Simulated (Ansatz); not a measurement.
An input for Ansatz 0.2.0 (CsPbBr3 (Pm-3m)):

```yaml
crystal:
  lattice:
    - [5.87, 0.0, 0.0]
    - [0.0, 5.87, 0.0]
    - [0.0, 0.0, 5.87]
  atoms:
    - { symbol: Cs, position: [0.0, 0.0, 0.0] }
    - { symbol: Pb, position: [0.5, 0.5, 0.5] }
    - { symbol: Br, position: [0.0, 0.5, 0.5] }
    - { symbol: Br, position: [0.5, 0.0, 0.5] }
    - { symbol: Br, position: [0.5, 0.5, 0.0] }
kpoints:
  mp_grid: { grid: [2, 2, 2] }
hamiltonian:
  xc:
    exchange: pbe
    correlation: pbe
    exx: { coeff: 0.5, omega: 0.2078 }
  pseudopotentials: { kind: paw, azcp: { folder: soft_1 } }
scf:
  occupations: { method: fixed }
gw:
  n_empty_bands: 843
  ecut_chi: 150.0
  qp_bands: [v2, c2]
  qp_kpoints: band_edges
  screening: { model: contour_deformation }
```

```sh
ansatz run input.yaml --threads 3 --pin off --max-ram 92160MiB --backend cuda --events-out ev --progress --plain --runs-dir out --devices 1 --max-vram 13GiB
```

Q: Estimate wall time and host memory on 1 × NVIDIA H100 80GB HBM3 (shared by 6 runs) with 3 threads of AMD EPYC 7R13 (Zen 3), shared host.

It took 42 s; on shared hardware allow 21 s to 83 s. Peak host memory was 2.0 GiB. The sizes that set the cost: 3911 plane waves a state, 4 irreducible k points, 865 bands summed, 847 plane waves in the screening and 15 SCF cycles.

The screening grows as filled bands × empty bands × pairs of k points, times the square of the screening basis for the matrix.

[Paths, hosts, dates, memory and timing lines, banners, echoed tables and standing remarks are left out of the program output.]

[Logs are printed without paths, hosts, clocks, repeated set-up lines and the standing remarks that a program may print on its own settings, such as how far it seeks lower states.]

[Runs of the session that timed out or met a known fault of the program may be left out.]

[Cells called generated may have been cut or substituted from an entry of the Crystallography Open Database or the Materials Project.]

[Hosts, paths, dates, database ids (printed as entryN), source tags and the programs' standing remarks are cut or masked in the printed files.]
